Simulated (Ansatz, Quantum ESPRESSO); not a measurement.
# LuH2 (Fm-3m): electron–phonon coupling with Quantum ESPRESSO, part 3 of 3

Each step names its level of theory.

So far, highest frequency, solved or plainly interpolated (cm⁻¹): step 3 (matrix elements on the k mesh: PseudoDojo files, cutoff …) 1193. The relaxed cell has a = 4.958 Å (conventional setting).

## (5) Phonons and couplings with ph.x: Fermi–Dirac smearing of 0.1 eV

Level of this step: DFT PBEsol, scalar-relativistic, plane waves, PseudoDojo norm-conserving pseudopotentials (Quantum ESPRESSO).

ph.x gives each mode's frequency and linewidth; λ of a mode follows from Gaussian double-delta sums over the k mesh, here at four widths.

The input, ph.in:

```
phonons and couplings
&INPUTPH
  prefix          = 'x'
  outdir          = './tmp'
  tr2_ph          = 1.0d-15
  fildyn          = 'x.dyn'
  fildvscf        = 'dvscf'
  ldisp           = .true.
  nq1             = 2
  nq2             = 2
  nq3             = 2
  electron_phonon = 'simple'
  el_ph_ngauss    = 0
  el_ph_sigma     = 0.00734986
  el_ph_nsigma    = 4
  alpha_mix(1)    = 0.5
  amass(1)        = 174.9668
  amass(2)        = 1.008
/
```

Launch:

```console
OMP_NUM_THREADS=1 mpirun -n 4 ph.x -nk 4 -in ph.in > ph.x.log
```

The program printed:

```text
[banner, memory and clock lines left out]
Program PHONON v.7.5

     ./tmp/x.save/

     IMPORTANT: XC functional enforced from input :
     Exchange-correlation= PBESOL
                           (   1   4  10   8   0   0   0)
     Any further DFT definition will be discarded
     Please, verify this is what you really want

     G-vector sticks info

     Reading collected, re-writing distributed wavefunctions in ./tmp/

     Dynamical matrices for ( 2, 2, 2)  uniform grid of q-points
     (   3 q-points):
       N         xq(1)         xq(2)         xq(3)
       1   0.000000000   0.000000000   0.000000000
       2  -0.353553391  -0.353553391   0.353553391
       3  -0.707106781   0.000000000   0.000000000

     Number and degeneracy of irreps per q-point
       N         xq(1)         xq(2)         xq(3)   N irreps
       1   0.000000000   0.000000000   0.000000000       3
        3   3   3
       2  -0.353553391  -0.353553391   0.353553391       6
        1   2   1   1   2   2
       3  -0.707106781   0.000000000   0.000000000       6
        1   2   1   1   2   2

     Saving dvscf to file. Distribute only q points, not irreducible representations.

     Calculation of q =    0.0000000   0.0000000   0.0000000

     phonons and couplings

     bravais-lattice index     =            0
     lattice parameter (alat)  =       6.6257  a.u.
     unit-cell volume          =     205.6719 (a.u.)^3
     number of atoms/cell      =            3
     number of atomic types    =            2
     kinetic-energy cut-off    =     100.0000  Ry
     charge density cut-off    =     400.0000  Ry
     convergence threshold     =      1.0E-15
     beta                      =       0.5000
     number of iterations used =            4
     Exchange-correlation= PBESOL
                           (   1   4  10   8   0   0   0)

     celldm(1)=    6.62567  celldm(2)=    0.00000  celldm(3)=    0.00000
     celldm(4)=    0.00000  celldm(5)=    0.00000  celldm(6)=    0.00000

     crystal axes: (cart. coord. in units of alat)
               a(1) = (  0.0000  0.7071  0.7071 )
               a(2) = (  0.7071  0.0000  0.7071 )
               a(3) = (  0.7071  0.7071  0.0000 )

     reciprocal axes: (cart. coord. in units 2 pi/alat)
               b(1) = ( -0.7071  0.7071  0.7071 )
               b(2) = (  0.7071 -0.7071  0.7071 )
               b(3) = (  0.7071  0.7071 -0.7071 )

     Atoms inside the unit cell:

     Cartesian axes

     site n.  atom      mass           positions (alat units)
        1  Lu    174.9668   tau(    1) = (    0.00000    0.00000    0.00000  )
        2  H       1.0080   tau(    2) = (    0.35355    0.35355    0.35355  )
        3  H       1.0080   tau(    3) = (    1.06066    1.06066    1.06066  )

     Computing dynamical matrix for
                    q = (   0.0000000   0.0000000   0.0000000 )

[...]
The potential is recalculated from file :
     ./tmp/_ph0/x.q_3/x.save/charge-density

     Starting wfcs are   19 atomic +    6 random wfcs

     Band Structure Calculation
     Davidson diagonalization with overlap

     ethr =  3.70E-11,  avg # of iterations = 14.7

     End of band structure calculation

     Number of k-points >= 100: set verbosity='high' to print the bands.

     the Fermi energy is    14.7119 ev

     Writing config to output data dir ./tmp/_ph0/x.q_3/x.save/ :
     XML data file

     phonons and couplings

     bravais-lattice index     =            0
     lattice parameter (alat)  =       6.6257  a.u.
     unit-cell volume          =     205.6719 (a.u.)^3
     number of atoms/cell      =            3
     number of atomic types    =            2
     kinetic-energy cut-off    =     100.0000  Ry
     charge density cut-off    =     400.0000  Ry
     convergence threshold     =      1.0E-15
     beta                      =       0.5000
     number of iterations used =            4
     Exchange-correlation= PBESOL
                           (   1   4  10   8   0   0   0)

     celldm(1)=    6.62567  celldm(2)=    0.00000  celldm(3)=    0.00000
     celldm(4)=    0.00000  celldm(5)=    0.00000  celldm(6)=    0.00000

     crystal axes: (cart. coord. in units of alat)
[...]
a(2) = (  0.7071  0.0000  0.7071 )
               a(3) = (  0.7071  0.7071  0.0000 )

     reciprocal axes: (cart. coord. in units 2 pi/alat)
[...]
b(2) = (  0.7071 -0.7071  0.7071 )
               b(3) = (  0.7071  0.7071 -0.7071 )

     Atoms inside the unit cell:

     Cartesian axes

     site n.  atom      mass           positions (alat units)
[...]
2  H       1.0080   tau(    2) = (    0.35355    0.35355    0.35355  )
        3  H       1.0080   tau(    3) = (    1.06066    1.06066    1.06066  )

     Computing dynamical matrix for
                    q = (  -0.7071068   0.0000000   0.0000000 )

     17 Sym.Ops. (with q -> -q+G )

     G cutoff =  444.7954  (  27725 G-vectors)     FFT grid: ( 45, 45, 45)

     number of k points=   118  Fermi-Dirac smearing, width (Ry)=  0.0073

     PseudoPot. # 1 for Lu read from file:
     ./pseudo/Lu.upf
     Pseudo is Norm-conserving + core correction, Zval = 25.0
     Using radial grid of 2008 points,  8 beta functions with:
[...]
PseudoPot. # 2 for H  read from file:
     ./pseudo/H.upf
     Pseudo is Norm-conserving, Zval =  1.0
     Using radial grid of 1180 points,  3 beta functions with:
[...]
l(2) =   0
                l(3) =   1

     Mode symmetry, D_4h(4/mmm) point group:

     Atomic displacements:
     There are    6 irreducible representations

[...]
Representation     5      2 modes -  To be done

     Representation     6      2 modes -  To be done

     Alpha used in Ewald sum =   2.8000

     Representation #   1 mode #   1

[...]
End of self-consistent calculation

     Convergence has been achieved

     Representation #   2 modes #   2   3

     Self-consistent Calculation

[...]
thresh= 5.695E-09 alpha_mix =  0.500 |ddv_scf|^2 =  5.872E-17

     End of self-consistent calculation

     Convergence has been achieved

     Representation #   3 mode #   4

     Self-consistent Calculation

      thresh= 1.000E-02 alpha_mix =  0.500 |ddv_scf|^2 =  2.132E-03
```

The job ended after 20 min (4 MPI ranks of Arm Neoverse V1, shared host).

The run was cut off at its time limit.

The run did not finish in the time allowed, so it gives no couplings or resistivity.

## (6) What came out

```yaml
phonon_run_of_the_rows_without_a_label_of_their_own: PBEsol, q 2×2×2, k 8×8×8
softest_mode_on_the_q_mesh: 86.8 cm⁻¹ at q = (0.5, 0, 0)
highest_frequency_solved_or_plainly_interpolated: 1193 cm⁻¹
coupling_lambda_by_gaussian_sums_at_0p2_ev_ansatz_pseudodojo_cutoff_1361_ev_q_2x2x2_k_8x8x8: 0.830
```

In the last run that gave them, λ from the Gaussian sums still varies by a factor of 4.5 between widths of 0.1 and 0.4 eV; these sums hold few wavevectors and leave out the zone centre.

[Logs are printed without paths, hosts, clocks, repeated set-up lines and the standing remarks that a program may print on its own settings, such as how far it seeks lower states.]

[Hosts, paths, dates, database ids (printed as entryN), source tags and the programs' standing remarks are cut or masked in the printed files.]
